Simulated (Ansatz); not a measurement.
# Relaxing random alloy of the fcc Cu-Al line, x = 0.0312 (128 atoms), part 2 of 3

Aim: bring random alloy of the fcc Cu-Al line, x = 0.0312 (128 atoms) to a nearby minimum of the energy and see what moves.

Ansatz 0.2.0; Kohn-Sham DFT, PBE, PAW (set soft_2), plane waves.

The cell: 4 Al and 124 Cu. The host structure and its lattice constant were typed by rule, without a check against the phase diagram.

So far. Step 3 (Cell and atoms relaxed): The relaxation changed the energy by -4.87 meV/atom, and atoms moved by 0.037 Å r.m.s., 0.088 Å at most.

## (5) Single point at the relaxed geometry

The electronic structure is read at the final geometry, in a run of its own.

File input.yaml:

```yaml
crystal:
  lattice:
    - [-7.27529, 7.28005, 7.28153]
    - [7.27533, -7.2748, 7.27631]
    - [7.27422, 7.27373, -7.27628]
  atoms:
    - { symbol: Al, position: [0.50096, 0.00049, 0.001] }
    - { symbol: Cu, position: [0.75112, 0.12512, 0.12558] }
    - { symbol: Cu, position: [0.62517, 0.25063, 0.12503] }
    - { symbol: Cu, position: [0.62618, 0.12591, 0.25157] }
    - { symbol: Cu, position: [0.7501, 0.25023, 0.99975] }
    - { symbol: Cu, position: [0.99984, 0.37549, 0.1252] }
    - { symbol: Cu, position: [0.87324, 0.49893, 0.1227] }
    - { symbol: Cu, position: [0.87385, 0.37324, 0.24915] }
    - { symbol: Cu, position: [0.75038, 8.0e-05, 0.25033] }
    - { symbol: Cu, position: [0.9999, 0.12521, 0.37526] }
    - { symbol: Cu, position: [0.87553, 0.25003, 0.37566] }
    - { symbol: Cu, position: [0.87506, 0.12514, 0.5003] }
    - { symbol: Cu, position: [0.99921, 0.99989, 0.99935] }
    - { symbol: Al, position: [0.24983, 0.12536, 0.12477] }
    - { symbol: Cu, position: [0.12459, 0.25123, 0.12544] }
    - { symbol: Cu, position: [0.12462, 0.12543, 0.25071] }
    - { symbol: Cu, position: [0.24943, 0.25079, 0.99922] }
    - { symbol: Cu, position: [0.49873, 0.37503, 0.12424] }
    - { symbol: Cu, position: [0.37466, 0.50068, 0.12518] }
    - { symbol: Cu, position: [0.37532, 0.37648, 0.25072] }
    - { symbol: Cu, position: [0.49974, 0.49984, 0.99995] }
    - { symbol: Cu, position: [0.74957, 0.62503, 0.12454] }
    - { symbol: Cu, position: [0.62535, 0.74967, 0.12487] }
    - { symbol: Cu, position: [0.62414, 0.62502, 0.2498] }
    - { symbol: Cu, position: [0.75062, 0.75009, 0.99997] }
    - { symbol: Cu, position: [0.99993, 0.87522, 0.12463] }
    - { symbol: Cu, position: [0.87525, 0.00024, 0.12498] }
    - { symbol: Cu, position: [0.87511, 0.87572, 0.2498] }
    - { symbol: Cu, position: [0.24993, 3.0e-05, 0.25046] }
    - { symbol: Cu, position: [0.50047, 0.1253, 0.37571] }
    - { symbol: Cu, position: [0.37574, 0.25078, 0.37613] }
    - { symbol: Cu, position: [0.37521, 0.12573, 0.50036] }
    [... 90 atom lines left out ...]
    - { symbol: Cu, position: [0.62666, 0.00072, 0.87521] }
    - { symbol: Cu, position: [0.6258, 0.87422, 0.99988] }
    - { symbol: Cu, position: [0.99954, 0.74939, 0.74962] }
    - { symbol: Cu, position: [0.24915, 0.87406, 0.87423] }
    - { symbol: Cu, position: [0.12436, 0.99929, 0.87351] }
    - { symbol: Cu, position: [0.12436, 0.87402, 0.99927] }
kpoints:
  mp_grid: { grid: [2, 2, 2] }
hamiltonian:
  xc: pbe
scf:
  occupations: { method: fermi_dirac, width: 0.1 }
output:
  forces: true
  stress: true
  populations: true
  dos:
    method: { smearing: { sigma: 0.08 } }
    de: 0.05
    projected: { site_lists: { Al: [Al], Cu: [Cu] } }
  eigenvalues: true
  write_density: true
  write_potential: true
  volumetric_format: npy
```

Launch:

```bash
ansatz run input.yaml --threads 6 --pin off --max-ram 102400MiB --backend cuda --events-out ev --progress --plain --runs-dir out
```

Numbers of over 12 decimals in the logs are rounded to 6 here.

The log of the run:

```text
[...]
GPU FFT provider: cuFFT
GPU libraries: cuBLAS 13.8.2, cuFFT 12.4.0, cuSOLVER 12.3.4
Crystal: 128 atoms, lattice volume = 1541.318 Å³
Basis set: ecut = 420 eV, 30093 PW (Γ), exchange–correlation on 180×180×180 points (8 copies of the dense FFT grid, shifted against one another)
Bands: 1421, of which v1, the nominal top of the filled ones, is band 1184 counted from 1 (1183 counted from 0)
Symmetry: 1 space group operations
[...]
k-points: 8
[...]
GPU buffer pool allocated for 729000 grid points (all kernels)
[...]
SCF iter   1: F=—  HF=-823675.087275 eV  |F-HF|=—  |Δ(HF+E_count)|=         —  Δρ=2.16e-3  dr2=1.36e-1  ethr=1.77e-3  ⟨swp⟩=5.0  Hψ=39623  notcnv=0  defer=591
[...]
SCF iter  10: F=-823675.109880 eV  HF=-823675.109880 eV  |F-HF|=4.03e-8  |Δ(HF+E_count)|=   2.25e-8  Δρ=1.71e-6  dr2=3.68e-8  ethr=4.22e-12  ⟨swp⟩=9.9  Hψ=107059  notcnv=0
SCF 1 converged in 10 iterations: F = -823675.109880 eV  dr2 = 3.68e-8
[...]
SCF converged after 10 iterations
Free energy (F): -823675.109880 eV
[...]
Internal energy: -823673.714675 eV  (E = F + TS)
E sigma→0 (E₀):  -823674.412278 eV
Entropy (-TS):   -1.395204 eV (-10.900 meV/atom)
Fermi energy:    16.209864 eV
[...]
--- Forces (eV/Å), atoms counted from 1 ---
  atom   1  Al    -0.00040995     0.00007690     0.00007827
  atom   2  Cu     0.00013260     0.00028833    -0.00040072
  atom   3  Cu    -0.00066195     0.00010019    -0.00016774
  atom   4  Cu     0.00001811    -0.00025775     0.00062393
  atom   5  Cu    -0.00043628    -0.00010125    -0.00025809
  atom   6  Cu     0.00109558    -0.00002659     0.00029390
  atom   7  Cu    -0.00054696    -0.00009343    -0.00058193
  atom   8  Cu    -0.00060269    -0.00079851    -0.00019908
  atom   9  Cu     0.00029128     0.00024761    -0.00010028
  atom  10  Cu    -0.00007350     0.00008081    -0.00002489
  atom  11  Cu     0.00003565     0.00004575    -0.00029817
  atom  12  Cu    -0.00009662    -0.00002502     0.00009354
  atom  13  Cu    -0.00025130     0.00050201     0.00028488
  atom  14  Al    -0.00008426    -0.00010942     0.00029441
[...]
atom 127  Cu     0.00060106    -0.00052261    -0.00015554
  atom 128  Cu    -0.00003225    -0.00043302     0.00045952
  max |Σ_I F_I| component: 2.96e-6 eV/Å
--- Stress (GPa, compression-positive) ---
        0.008954       0.000190       0.000130
        0.000190       0.008797      -0.001628
        0.000130      -0.001628       0.008150
  P = ⅓ Tr σ = 0.0086 GPa (0.086 kbar)
--- Band table (eV; the first three rows and the last of 8) ---
[...]
--- Löwdin populations: 128 sites ---
  site symbol       q [e]
     0     Al      4.0963
     1     Cu     18.7646
     2     Cu     18.7578
[...]
127     Cu     18.7584
  spilling = 0.008231 (of n_electrons = 2368.000000)
```

Run time: 20 s. Hardware: 1 × NVIDIA H100 80GB HBM3 with 6 threads of AMD EPYC 7R13 (Zen 3), shared host; peak memory 5.4 GiB.

That memory is the host's; the program planned up to 41.8 GiB on the GPU.

Numbers from this run:

* free energy: -823675.1099 eV
* free energy per atom: -6434.9618 eV/atom
* SCF cycles: 10
* pressure: 0.008633 GPa
* r.m.s. force component: 0.00038 eV/Å
* longest force: 0.00209 eV/Å
* Fermi energy: 16.21 eV
* levels partly filled by over 2 per cent: 113
* spilling of the projection: 0.008231

States in the cell by windows of 1 eV, zero at the Fermi level; the larger projections on atomic orbitals stand beside the total:

| from (eV) | to (eV) | total | Cu d | Cu s |
| --- | --- | --- | --- | --- |
| -18 | -10 | 0.0 | 0.0 | 0.0 |
| -10 | -9 | 3.3 | 0.0 | 2.8 |
| -9 | -8 | 8.5 | 0.1 | 7.4 |
| -8 | -7 | 15.2 | 0.7 | 12.7 |
| -7 | -6 | 22.7 | 2.8 | 17.7 |
| -6 | -5 | 43.6 | 17.1 | 23.5 |
| -5 | -4 | 174.8 | 148.7 | 22.6 |
| -4 | -3 | 337.2 | 324.0 | 6.5 |
| -3 | -2 | 432.9 | 419.4 | 7.6 |
| -2 | -1 | 292.8 | 279.4 | 9.3 |
| -1 | 0 | 45.4 | 21.9 | 16.1 |
| 0 | 1 | 34.3 | 8.5 | 14.0 |
| 1 | 2 | 33.3 | 5.0 | 10.9 |
| 2 | 3 | 24.1 | 2.3 | 7.8 |
| 3 | 4 | 31.0 | 2.7 | 12.4 |
| 4 | 5 | 38.2 | 2.1 | 16.5 |

About 992 of the 2368 electrons lie in deeper levels, below the stored range.

The levels nearest the highest filled one (over half full), pooled over k-points and spins:

| level less the highest filled one (eV) | occupation |
| --- | --- |
| -0.0505 | 1.27 |
| -0.036 | 1.20 |
| -0.0292 | 1.17 |
| -0.004 | 1.04 |
| -0.0014 | 1.03 |
| 0 | 1.02 |
| 0.012 | 0.962 |
| 0.0144 | 0.95 |
| 0.0228 | 0.908 |
| 0.0247 | 0.899 |
| 0.0354 | 0.846 |
| 0.0363 | 0.842 |

Electrostatic potential energy in the ac plane at fractional y = 0.000, with atoms of Al and Cu within 0.2 Å of it. With pseudopotentials it is smooth inside the atoms' cores, unlike the true potential.

Ten even steps from '0' (-39 eV) to '9' (19 eV), each cell a mean:
```
037999999999999767767999999999999730
789753589999999877788743589999999976
997200279999999999997200279999999999
995101599999999999995101589999999999
998668986447999999998668986346999999
999999840005999999999999840004899999
999999730037999999999999830037999999
999999976789743589999999976789743589
999999999997200279999999999997200279
999999999995101599999999999995101599
447999999998668986446999999998668986
005999999999999840005999999999999840
037999999999999730037999999999999730
789743589999999976789743589999999976
997200279999999999997200279999999999
995101699999999999995102699999999999
998668986346999999998668986346999999
999999840005999999999999840005999999
999999730037999999999999730037999999
999999976789743589999999976789743589
999999999996200279999999999997200279
999999999995102689889999999995101699
447999999998668887667899999998668986
005999999999999867876899999999999840
```
Columns run along a (12.6 Å; values clipped at the 3rd and 97th percentile), rows up along c (12.6 Å). Atoms in or near the plane, at fractional coordinates: Al at (0.50, 0.00), Cu at (0.75, 0.25), Cu at (0.00, 0.00), Cu at (0.88, 0.12), Cu at (0.25, 0.25), Cu at (0.50, 0.50), Cu at (0.75, 0.75), Cu at (0.38, 0.13), Cu at (0.63, 0.38), Cu at (0.00, 0.50), Cu at (0.88, 0.62), Cu at (0.25, 0.75), Cu at (0.13, 0.38), Cu at (0.38, 0.63) and more.

Valence density in the ac plane at fractional y = 0.000, with atoms of Al and Cu within 0.2 Å of it. It is the smooth field of the valence electrons, not physical close to the nuclei.

Values in e/Å³, 13 rows by 16 columns, each cell a mean:
```
 6  0  1  0  0  0  0  0  0  0  1  0  0  0  0  7
 0 11 21  0  0  0  0  0  0 10 22  1  0  0  0  0
 0  1  1  2  8  0  0  0  0  1  1  2  9  0  0  0
 0  0  0 10 15  0  0  0  0  0  0  9 15  0  0  0
 0  0  0  0  0  8 19  1  0  0  0  0  0  8 19  1
 3  0  0  0  0  4  4  1  3  0  0  0  0  4  4  1
20  0  0  0  0  0  0 11 20  0  0  0  0  0  0 11
 1  4 12  0  0  0  0  1  1  4 12  0  0  0  0  1
 0  8 11  0  1  0  0  0  0  8 11  0  1  0  0  0
 0  0  0 10 21  0  0  0  0  0  0 10 21  1  0  0
 0  0  0  2  2  1  5  0  0  0  0  2  2  1  5  0
 0  0  0  0  0 11 18  0  0  0  0  0  0 11 18  0
16  0  0  0  0  0  0  0  0  0  0  0  0  0  0  7
```
Columns run along a (12.6 Å), rows up along c (12.6 Å). Atoms in or near the plane, at fractional coordinates: Al at (0.50, 0.00), Cu at (0.75, 0.25), Cu at (0.00, 0.00), Cu at (0.88, 0.12), Cu at (0.25, 0.25), Cu at (0.50, 0.50), Cu at (0.75, 0.75), Cu at (0.38, 0.13), Cu at (0.63, 0.38), Cu at (0.00, 0.50), Cu at (0.88, 0.62), Cu at (0.25, 0.75), Cu at (0.13, 0.38), Cu at (0.38, 0.63) and more.

The surroundings of Cu118, picked at random, nearest first, numbered as they follow in the input and with coordinates relative to it.

```csv
atom,x,y,z,distance (Å),bonds
Cu118,0.00,0.00,0.00,0.00,12
Cu95,-1.81,1.82,0.01,2.57,12
Cu124,1.81,0.01,1.82,2.57,12
Cu80,-1.82,0.00,-1.82,2.57,12
Cu21,0.00,1.81,-1.82,2.57,12
Cu119,1.82,-1.82,-0.01,2.57,12
Cu23,1.82,1.82,0.00,2.57,12
Cu79,-1.82,-1.82,0.00,2.57,12
Cu84,-1.81,0.00,1.82,2.57,12
Cu120,1.82,0.00,-1.82,2.57,12
Cu121,0.00,-1.81,1.82,2.57,12
Cu117,0.00,-1.82,-1.82,2.58,12
Cu25,0.00,1.82,1.83,2.58,12
```

The column of bonds counts only the pairs Cu-Cu within 2.98 Å, Cu-Al within 2.98 Å, Al-Al within 3.05 Å; other neighbours, such as metal atoms beside each other in a compound, aren't counted, and periodic images can show an atom twice.

## (6) K-mesh 3×3×3

A denser mesh tests the sampling of the Brillouin zone.

input.yaml: that of step 5 with these lines changed.

```diff
@@ -8,3 +8,3 @@
 kpoints:
-  mp_grid: { grid: [2, 2, 2] }
+  mp_grid: { grid: [3, 3, 3] }
 hamiltonian:
@@ -22,4 +22 @@
   eigenvalues: true
-  write_density: true
-  write_potential: true
-  volumetric_format: npy
```

The log of the run:

```text
[...]
GPU FFT provider: cuFFT
GPU libraries: cuBLAS 13.8.2, cuFFT 12.4.0, cuSOLVER 12.3.4
Crystal: 128 atoms, lattice volume = 1541.318 Å³
Basis set: ecut = 420 eV, 30093 PW (Γ), exchange–correlation on 180×180×180 points (8 copies of the dense FFT grid, shifted against one another)
Bands: 1421, of which v1, the nominal top of the filled ones, is band 1184 counted from 1 (1183 counted from 0)
Symmetry: 1 space group operations
[...]
k-points: 14 of 27 (time reversal used)
[...]
GPU buffer pool allocated for 729000 grid points (all kernels)
[...]
SCF iter   1: F=—  HF=-823675.075521 eV  |F-HF|=—  |Δ(HF+E_count)|=         —  Δρ=1.73e-3  dr2=8.04e-2  ethr=1.77e-3  ⟨swp⟩=5.0  Hψ=69378  notcnv=0  defer=1082
[...]
SCF iter   8: F=—  HF=-823675.105389 eV  |F-HF|=—  |Δ(HF+E_count)|=   2.01e-8  Δρ=4.90e-6  dr2=4.88e-7  ethr=2.16e-10  ⟨swp⟩=2.1  Hψ=33412  notcnv=0  defer=1739
SCF iter   9: F=-823675.105389 eV  HF=-823675.105389 eV  |F-HF|=1.14e-7  |Δ(HF+E_count)|=   4.99e-8  Δρ=2.59e-6  dr2=9.41e-8  ethr=4.22e-12  ⟨swp⟩=10.1  Hψ=102785  notcnv=0
SCF 1 converged in 9 iterations: F = -823675.105389 eV  dr2 = 9.41e-8
[...]
SCF converged after 9 iterations
Free energy (F): -823675.105389 eV
[...]
Internal energy: -823673.833082 eV  (E = F + TS)
E sigma→0 (E₀):  -823674.469235 eV
Entropy (-TS):   -1.272307 eV (-9.940 meV/atom)
Fermi energy:    16.288700 eV
[...]
Σ components = -823675.105389   (vs F -823675.105389, Δ=0.00e0)
--- Forces (eV/Å), atoms counted from 1 ---
  atom   1  Al    -0.00017835     0.00522016    -0.00121687
  atom   2  Cu    -0.00052750     0.00262470     0.00246662
  atom   3  Cu     0.00120301     0.00095490     0.00069674
  atom   4  Cu     0.00415216     0.00296183    -0.00038996
[...]
atom 128  Cu    -0.00286916    -0.00119591    -0.00135015
  max |Σ_I F_I| component: 2.38e-6 eV/Å
--- Stress (GPa, compression-positive) ---
       -0.117188       0.023245      -0.000705
        0.023245      -0.042001       0.013412
       -0.000705       0.013412      -0.089003
  P = ⅓ Tr σ = -0.0827 GPa (-0.827 kbar)
--- Band table (eV; the first three rows and the last of 14) ---
[...]
--- Löwdin populations: 128 sites ---
  site symbol       q [e]
     0     Al      4.0944
     1     Cu     18.7622
     2     Cu     18.7562
[...]
127     Cu     18.7568
  spilling = 0.008290 (of n_electrons = 2368.000000)
```

Run time: 40 s. Hardware: 1 × NVIDIA H100 80GB HBM3 with 6 threads; peak memory 5.6 GiB.

That memory is the host's.

The program notes that it cut back its plan to fit the GPU's memory.

Geometry and reference: those of the single point at the relaxed geometry.

Forces differ from those of the single point at the relaxed geometry by 2.4 meV/Å r.m.s.; the pressure by -0.091 GPa. It took 40 s and 9 cycles; the reference's time can't be set against it, since the two runs asked for unlike analyses.

(Part 2 of 3 ends here.)

[Logs are printed without paths, hosts, clocks, repeated set-up lines and the standing remarks that a program may print on its own settings, such as how far it seeks lower states.]

[Hosts, paths, dates, database ids (printed as entryN), source tags and the programs' standing remarks are cut or masked in the printed files.]
